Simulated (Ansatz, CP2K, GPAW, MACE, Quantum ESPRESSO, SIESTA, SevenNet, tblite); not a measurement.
## tblite runs on random rock-salt alloy of CaS and PbS (64 atoms)

Aim: run random rock-salt alloy of CaS and PbS (64 atoms) in tblite and see how near its forces come to a plane-wave reference, and at what cost.

Method: the method is named at each step, in tblite 0.8.0.

**1. The structure**

The cell holds 64 atoms: 20 Pb, 32 S and 12 Ca. Its edges and angles: a = 11.688 Å, b = 11.688 Å, c = 11.688 Å, α = 90.0°, β = 90.0°, γ = 90.0°. It derives from CaS (rock-salt), repeated 2×2×2. Rock-salt CaS, 2 x 2 x 2 conventional cells, 20 of 32 Ca sites given to Pb at random (x = 0.625), lattice by Vegard's rule (a = 5.844 Å); not relaxed, displaced by a Gaussian of 0.02 Å. Then every atom was moved at random, 0.05 Å r.m.s. a Cartesian component.

The yardstick, on the same geometry:

| Item | Value |
| --- | --- |
| method | Kohn-Sham DFT, PBE, PAW, plane waves (Ansatz 0.2.0); cutoff 420 eV, Γ point, fermi-dirac smearing of 0.05 eV; PAW set soft_2 |
| r.m.s. force component | 0.3323 eV/Å |
| longest force | 1.218 eV/Å |
| pressure | 3.284 GPa |
| gap (highest filled to lowest empty level) | 1.066 eV |
| SCF cycles | 9 |
| time | 10 s on 8 threads of Arm Neoverse V2, shared host |
| CPU time | 70 s |

**2. GFN2-xTB**

Method: GFN2-xTB tight binding, diagonalisation.

Contents of run.py:

```python
import numpy as np
from ase.io import read
from tblite.ase import TBLite

atoms = read("structure.xyz")
atoms.calc = TBLite(method="GFN2-xTB", electronic_temperature=580, accuracy=1.0, max_iterations=250, mixer_damping=0.1, verbosity=1)
energy = atoms.get_potential_energy()
forces = atoms.get_forces()
print(f"energy {energy:.6f} eV")
print("forces (eV/A)")
for i, (a, f) in enumerate(zip(atoms, forces)):
    print(f"{i:4d} {a.symbol:2s} {f[0]:10.5f} {f[1]:10.5f} {f[2]:10.5f}")
stress = -atoms.get_stress(voigt=False) * 160.21766
print("stress (GPa, compression positive)")
for row in stress:
    print(" ".join(f"{x:10.4f}" for x in row))
print("charges (e)")
print(np.array2string(atoms.get_charges(), precision=4, suppress_small=True, max_line_width=110, threshold=100000))
```

Contents of structure.xyz:

```xyz
64
Lattice="11.68760 0.00000 0.00000 0.00000 11.68760 0.00000 0.00000 0.00000 11.68760" Properties=species:S:1:pos:R:3 pbc="T T T"
Pb 0.05891 0.04336 11.67895
S 2.95556 0.02571 11.65137
Pb 11.65289 2.84172 2.89011
S 2.94387 2.90858 2.79345
Ca 2.86428 11.61362 3.01563
S 11.66481 0.01578 2.87912
Ca 2.90706 2.94294 11.66107
S 0.05294 2.92108 11.68550
Pb 0.01543 0.04850 5.81026
S 2.88485 11.61736 5.86460
Ca 11.65289 2.85142 8.83816
S 2.90671 2.93815 8.74069
Ca 2.98583 0.06358 8.74361
S 11.68690 11.66481 8.72900
Pb 2.94563 2.94037 5.82861
S 0.02466 2.93733 5.80102
Pb 0.02770 5.82849 11.64716
S 2.93172 5.83141 11.57739
Pb 11.67428 8.74910 2.96456
S 2.91161 8.71404 2.87877
Ca 2.90974 5.85525 2.95860
S 0.06884 5.86858 2.93359
Pb 2.93464 8.80345 11.66680
S 11.64459 8.77891 11.67346
Pb 11.62460 5.89113 5.76654
S 2.92178 5.78641 5.82159
Pb 11.59585 8.75004 8.77412
S 2.85785 8.84997 8.86353
Pb 2.96386 5.73405 8.79118
S 11.62238 5.80535 8.74957
Ca 3.01727 8.84366 5.85373
S 0.03740 8.70609 5.81844
Ca 5.92713 0.01905 0.03004
S 8.70831 11.64810 11.67731
Pb 5.83328 2.85493 2.92938
S 8.66998 2.93078 2.82653
Pb 8.71813 0.03892 2.97543
S 5.81259 0.04710 2.84874
Pb 8.68821 3.01049 11.67404
S 5.80804 2.95626 11.67206
Ca 5.88097 11.67895 5.83655
S 8.75273 11.61958 5.78980
Pb 5.81049 2.88532 8.78580
S 8.82554 2.93452 8.73671
Pb 8.75915 0.02045 8.81432
S 5.84240 11.62601 8.81327
Ca 8.71334 2.96409 5.79845
S 5.84590 2.92424 5.88436
Ca 5.82066 5.90715 11.66411
S 8.79784 5.91685 11.63699
Pb 5.92199 8.76617 2.91477
S 8.83127 8.76664 2.99074
Pb 8.70925 5.87232 2.86393
S 5.74960 5.82148 2.97625
Ca 8.83173 8.72701 11.64926
S 5.79483 8.89707 0.01216
[... 4 atom lines left out ...]
Pb 8.77108 5.84953 8.72269
S 5.93391 5.90165 8.63351
Pb 8.72994 8.82671 5.79506
S 5.79273 8.78615 5.90352
```

On the command line:

```
> OMP_NUM_THREADS=1 python run.py > output.txt
```

The log of the run:

```text
------------------------------------------------------------
  cycle        total energy    energy error   density error
------------------------------------------------------------
      1     -153.6144369643  -1.5378807E+02   4.4280992E-01
      2     -154.6204627421  -1.0060258E+00   3.8822987E-01
      3     -158.9000557433  -4.2795930E+00   4.3512231E-01
      4     -159.0984081050  -1.9835236E-01   3.8886294E-01
      5     -159.5569529957  -4.5854489E-01   2.2866210E-01
      6     -156.9014450022   2.6555080E+00   6.9756625E-01
      7     -157.3646434644  -4.6319846E-01   6.6262662E-01
      8     -157.7552152090  -3.9057174E-01   3.9006672E-01
      9     -159.1748402734  -1.4196251E+00   1.3208715E-01
     10     -159.2924670116  -1.1762674E-01   1.0809150E-01
[... 115 lines of further cycles ...]
    126     -159.5900890385   3.4900702E-07   2.5428830E-04
    127     -159.5900885637   4.7486853E-07   3.0890194E-04
    128     -159.5900895774  -1.0137321E-06   9.1407843E-05
    129     -159.5900895562   2.1196087E-08   8.5930529E-05
    130     -159.5900896075  -5.1267051E-08   4.6138002E-05
    131     -159.5900895990   8.4517637E-09   7.6298970E-05
    132     -159.5900895844   1.4639312E-08   7.7201667E-05
    133     -159.5900896223  -3.7881478E-08   2.0536688E-05
    134     -159.5900896208   1.4880186E-09   2.4195619E-05
    135     -159.5900896252  -4.4667843E-09   1.8431453E-05
------------------------------------------------------------
 total:                                   9.988 sec
energy -4342.667534 eV
forces (eV/A)
   0 Pb   -0.25421   -0.36743    0.00685
   1 S    -0.36722   -0.02877    0.06975
   2 Pb    0.01988   -0.01855    0.40942
   3 S    -0.03237    0.03078    0.16351
   4 Ca    0.01889   -0.05448   -0.25154
   5 S    -0.21822    0.01758   -0.02824
   6 Ca    0.00841    0.11875    0.16126
   7 S    -0.14179    0.00035    0.26736
   8 Pb   -0.27318    0.31467    0.25210
   9 S    -0.08385    0.27999   -0.12118
  10 Ca   -0.08544    0.17299   -0.55490
  11 S     0.28269    0.12253   -0.02390
  12 Ca   -0.06987   -0.07229    0.37054
  13 S    -0.23281   -0.15819   -0.20262
  14 Pb   -0.06281    0.05854   -0.05322
  15 S     0.03603   -0.37444   -0.20077
  16 Pb   -0.21826    0.46057   -0.03333
  17 S    -0.18871   -0.04110    0.13740
  18 Pb   -0.06956   -0.37536   -0.09461
  19 S     0.06693    0.10754    0.23921
  20 Ca    0.14231   -0.34304   -0.24695
  21 S    -0.26136    0.32233   -0.02553
  22 Pb   -0.35151    0.01183    0.03454
  23 S    -0.05272   -0.03212    0.15373
[...]
56 Pb   -0.26963   -0.14095   -0.22447
  57 S     0.44312    0.01056    0.04768
  58 Ca   -0.38552   -0.08757    0.09065
  59 S     0.20590   -0.08943   -0.18293
  60 Pb    0.20031    0.03615   -0.14604
  61 S    -0.12604   -0.15173    0.22186
  62 Pb    0.16120   -0.34257    0.24814
  63 S     0.17485   -0.15534   -0.33633
stress (GPa, compression positive)
   -4.2558    -0.0362    -0.0175
   -0.0362    -2.0744     0.0255
   -0.0175     0.0255    -2.0837
charges (e)
[ 0.5374 -0.5582  0.554  -0.6118  0.6775 -0.5461  0.6421 -0.5314  0.5336 -0.5713  0.6339 -0.4993  0.6531
 -0.5436  0.4272 -0.5694  0.5361 -0.4951  0.5869 -0.6218  0.6646 -0.5886  0.424  -0.6298  0.5957 -0.5241
  0.4989 -0.5354  0.5024 -0.6001  0.6466 -0.557   0.6747 -0.5678  0.5541 -0.6022  0.5201 -0.5597  0.4315
 -0.6036  0.6321 -0.5427  0.4626 -0.5599  0.5073 -0.5528  0.6147 -0.5586  0.6391 -0.5471  0.5217 -0.5627
  0.5401 -0.5377  0.6211 -0.5683  0.4865 -0.5977  0.6336 -0.5758  0.5662 -0.5208  0.4466 -0.5253]
```

Run time: 11 s. Hardware: 1 thread of Arm Neoverse V2, shared host; peak memory 0.12 GiB.

Banners, paths, timers and routine set-up lines are dropped from the logs unmarked, and long logs keep their key lines alone; longer cuts are marked.

Compared with the plane-wave run:

```yaml
r_m_s_force_component: 0.2217 eV/Å
r_m_s_difference_of_force_components: 358.2 meV/Å
longest_difference_of_force_vectors: 1116 meV/Å
force_difference_over_r_m_s_force: 107.8 %
slope_of_forces_against_the_reference_s: 0.1414
correlation_of_force_components: 0.2119
pressure: -2.805 GPa
pressure_difference: -6.088 GPa
```

Length of the force difference by element (eV/Å):

```
element  atoms  mean  most
     Ca     12  0.34  0.53
     Pb     20  0.34  0.71
      S     32  0.78   1.1
```

A closer look about Pb23, whose charge lies farthest from its element's mean: 9 atoms, nearest first, numbered in the order of the input, with positions taken from that point.

```
atom      x      y      z  distance (Å)  bonds  Mulliken charge (e)     Fx     Fy  Fz (eV/Å)
Pb23   0.00   0.00   0.00          0.00      6                 0.42  -0.35   0.01       0.03
 S28  -0.08   0.05  -2.80          2.80      6                -0.54   0.09  -0.34      -0.38
 S56   2.86   0.09   0.03          2.86      6                -0.57   0.13  -0.38       0.40
 S20  -0.02  -0.09   2.90          2.90      6                -0.62   0.07   0.11       0.24
  S2   0.02   2.91  -0.02          2.91      6                -0.56  -0.37  -0.03       0.07
 S18   0.00  -2.97  -0.09          2.97      6                -0.50  -0.19  -0.04       0.14
 S24  -2.98  -0.02   0.01          2.98      6                -0.63  -0.05  -0.03       0.15
Ca49   2.89  -2.90   0.00          4.09      6                 0.64   0.18   0.19       0.10
 Pb1  -2.88   2.93   0.01          4.10      6                 0.54  -0.25  -0.37       0.01
```

Atoms are counted from 1 here, from 0 in the log.

Forces lie 108 % from the reference's, at 0.15 times its CPU time (on 1 against 8 cores); the SCF took 135 steps, which the time reflects.

**3. GFN1-xTB**

Method: GFN1-xTB tight binding, diagonalisation.

run.py, as its differences from that of step 2:

```diff
@@ -5,3 +5,3 @@
 atoms = read("structure.xyz")
-atoms.calc = TBLite(method="GFN2-xTB", electronic_temperature=580, accuracy=1.0, max_iterations=250, mixer_damping=0.1, verbosity=1)
+atoms.calc = TBLite(method="GFN1-xTB", electronic_temperature=580, accuracy=1.0, max_iterations=250, mixer_damping=0.1, verbosity=1)
 energy = atoms.get_potential_energy()
```

structure.xyz is that of step 2.

The log of the run:

```text
------------------------------------------------------------
  cycle        total energy    energy error   density error
------------------------------------------------------------
      1     -146.5846634590  -1.4612752E+02   9.0461010E-01
      2     -156.6322284963  -1.0047565E+01   6.2367582E-01
      3     -160.1651721714  -3.5329437E+00   3.8965670E-01
      4     -153.1117760407   7.0533961E+00   6.1667310E-01
      5     -148.7827372668   4.3290388E+00   8.1496079E-01
      6     -150.2036535388  -1.4209163E+00   8.1149066E-01
[...]
28     -161.8220406290  -4.6204633E-07   2.5490845E-05
     29     -161.8220406342  -5.1799134E-09   2.3104427E-05
     30     -161.8220406358  -1.6392221E-09   1.5473914E-05
------------------------------------------------------------
 total:                                   3.310 sec
energy -4403.402015 eV
forces (eV/A)
   0 Pb   -0.09319   -0.32771    0.16765
   1 S    -0.32015    0.05290    0.04972
   2 Pb    0.21391   -0.20038    0.14825
   3 S    -0.34779    0.01570   -0.18558
   4 Ca   -0.07163    0.24444   -0.16241
   5 S    -0.19850    0.22886    0.08375
[...]
61 S    -0.63175   -0.08122    0.56999
  62 Pb    0.50913   -0.55885    0.09328
  63 S     0.43544   -0.00757   -0.23290
stress (GPa, compression positive)
   -9.1243    -0.0305     0.1106
   -0.0305    -6.6641     0.0244
    0.1106     0.0244    -6.2804
charges (e)
[ 0.5081 -0.1832  0.4914 -0.2814  0.0557 -0.3704 -0.056  -0.2758  0.5082 -0.1688 -0.1427 -0.1805  0.0567
 -0.2785  0.39   -0.28    0.4954 -0.1891  0.5384 -0.2794 -0.0438 -0.3724  0.4026 -0.3984  0.5277 -0.2857
  0.42   -0.2257  0.4623 -0.3851 -0.0831 -0.3958  0.0761 -0.2914  0.5772 -0.3842  0.4912 -0.2519  0.3562
 -0.2774  0.0377 -0.2794  0.4667 -0.2758  0.5173 -0.1682 -0.2266 -0.2896 -0.0064 -0.2663  0.5383 -0.3859
  0.4805 -0.2829 -0.1566 -0.1741  0.4377 -0.3774 -0.0188 -0.2703  0.5539 -0.2811  0.3402 -0.1891]
```

Run time: 3.8 s. Hardware: 1 thread; peak memory 0.12 GiB.

Numbers from this run, and their distance from the reference:

```
r.m.s. force component                  : 0.2879 eV/Å
r.m.s. difference of force components   : 317.9 meV/Å
longest difference of force vectors     : 1055 meV/Å
force difference over r.m.s. force      : 95.67 %
slope of forces against the reference's : 0.4177
correlation of force components         : 0.4821
pressure                                : -7.356 GPa
pressure difference                     : -10.64 GPa
```

Against the first run (108 %), the force difference from the reference is 96 %, at 0.36 times the CPU time (30 SCF steps against 135).

**4. Side by side**

Differences are against the plane-wave reference, forces as r.m.s. over components; share is that over the reference's r.m.s. force, slope the least-squares factor from reference forces to these. Total energies of different programs have different zeros and aren't compared.

```
            run  Δ force, r.m.s. (meV/Å)  share (%)  slope  Δ pressure (GPa)  cores  CPU time  memory (GiB)
      reference                        -          -      -                 -      8      70 s           1.9
tblite GFN2-xTB                      358        108  0.141             -6.09      1      11 s          0.12
tblite GFN1-xTB                      318       95.7  0.418             -10.6      1     3.8 s          0.12
```

CPU time is summed over cores on a shared host, where runs went side by side, so it is rough. Symmetry, cutoffs, thresholds, outputs and thread counts weren't matched or tuned between programs; memory under MPI is the largest rank's times the ranks.

Mean charges by element (e), by run and scheme:

```
            run    scheme     Pb      S     Ca
      reference    Löwdin  +0.52  -0.76  +1.56
tblite GFN2-xTB  Mulliken  +0.51  -0.56  +0.64
tblite GFN1-xTB  Mulliken  +0.48  -0.28  -0.04
```

The reference's Löwdin charges lack the electrons that the projection spills, 0.074 e an atom on average.

**5. What came out**

| Quantity | Value |
| --- | --- |
| nearest in forces | tblite GFN1-xTB, 96 % |
| its CPU time | 3.8 s |

In words: Tight binding differs by 96 % (tblite GFN1-xTB) to 108 % (tblite GFN2-xTB); it is another model, with fitted parameters of its own, and the xTB methods hold dispersion. tblite GFN2-xTB needed 135 SCF steps, so its time overstates the method's usual cost. Of the electronic-structure runs that take under half the reference's CPU time, tblite GFN1-xTB comes nearest, at 96 % in 3.8 s against 70 s, too far off to be of use; its pressure misses by -10.6 GPa. Charges hang on model, scheme and program or settings: among these rows the mean for Ca runs from -0.04 to +1.56 e. Periodic xTB results under one method name differ between programs and library versions. The host structure and its lattice constant were typed by rule, without a check against the phase diagram. The reference's pressure of 3.3 GPa belongs to a cell and atoms that aren't relaxed at this level. The electronic-structure runs sample only Γ, in a cell whose shortest periodic width is 12 Å. Spin–orbit coupling is left out, which matters for the levels of the heavy elements.

[Also dropped from logs without a mark: logging warnings of Python, and SIESTA's first energy breakdown and zero terms.]

[Logs are printed without paths, hosts, clocks, repeated set-up lines and the standing remarks that a program may print on its own settings, such as how far it seeks lower states.]

[Hosts, paths, dates, database ids (printed as entryN), source tags and the programs' standing remarks are cut or masked in the printed files.]
